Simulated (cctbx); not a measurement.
# Which space group?

Cell: a = 10.0730 Å, b = 10.0730 Å, c = 7.5020 Å, α = 90.00°, β = 90.00°, γ = 120.00°. Expected content of the cell: Dy10 K6.

The data are simulated with cctbx, not measured: synchrotron X-rays, λ = 0.4959 Å, to d = 0.65 Å, 80 % of the full sphere, strongest reflection 70000 counts, noise from counting, a 6 % proportional error and a noise floor of 15 counts (s.d.); no absorption.

Tests on the unmerged data give:

```text
8012 reflections to d = 0.651 A
centring   violations  <I/sigma> of those
    A       3117 of  4020     10.6
    B       3096 of  3981     10.6
    C       3279 of  3987     11.5
    I       3080 of  3973     10.6
    R       4189 of  5334     11.1
    F       4746 of  5994     10.9
Laue class    unique    Rint  (classes that these axes allow; Friedel mates merged)
P -1             4835   0.036
P 1 1 2/m        2663   0.042
P -3             1683   0.045
P -3 1 m          917   0.047
P -3 m 1          967   0.047
P 6/m             901   0.047
P 6/m m m         551   0.048
space group    extra absences  I>4sigma  <I/sigma>
P 6 2 2                 0          0         -  acentric
P 63 2 2                9          0      -0.5  acentric
P 6 m m                 0          0         -  acentric
P 63 c m              568          0      -0.0  acentric
P -6 m 2                0          0         -  acentric
P -6 c 2              568          0      -0.0  acentric
P -6 2 m                0          0         -  acentric
P 6/m m m               0          0         -  centric
P 63/m c m            568          0      -0.0  centric
Wilson B = 0.26 A^2   <|E^2-1|> = 0.841 (0.968 centric, 0.736 acentric)   E^2>4: 1.4 %
shell (A)         n   <I/sigma>
 8.72 - 1.30     87     36.3
 1.30 - 1.03     73     38.9
 1.03 - 0.90     67     39.1
 0.90 - 0.82     67     42.6
 0.82 - 0.76     65     36.6
 0.76 - 0.72     64     36.9
 0.72 - 0.68     63     42.7
 0.68 - 0.65     65     37.3
```

**Question.** What are the lattice type, the Laue class and the likely space group?

Every centring test has many violations, so the lattice is primitive.

Rint stays low (0.036 to 0.048) up to P 6/m m m, the highest class in these axes.

9 settings pass the absence test. The most absences obeyed, 568, belong to P 63 c m, P -6 c 2 and P 63/m c m, which absences can't tell apart.

⟨|E²−1|⟩ = 0.841 lies between the two ideal values. The Wilson B of 0.26 Å² means U ≈ 0.0033 Å².

The true group is P6_3/mcm (no. 193), Laue class 6/mmm, centrosymmetric. The tables only narrow the choice to the tied entries; cell content, site symmetry and trial solutions must settle it.

This is a model crystal, built by substitution and not relaxed, with assumed displacement parameters.

[Logs are printed without paths, hosts, clocks, repeated set-up lines and the standing remarks that a program may print on its own settings, such as how far it seeks lower states.]
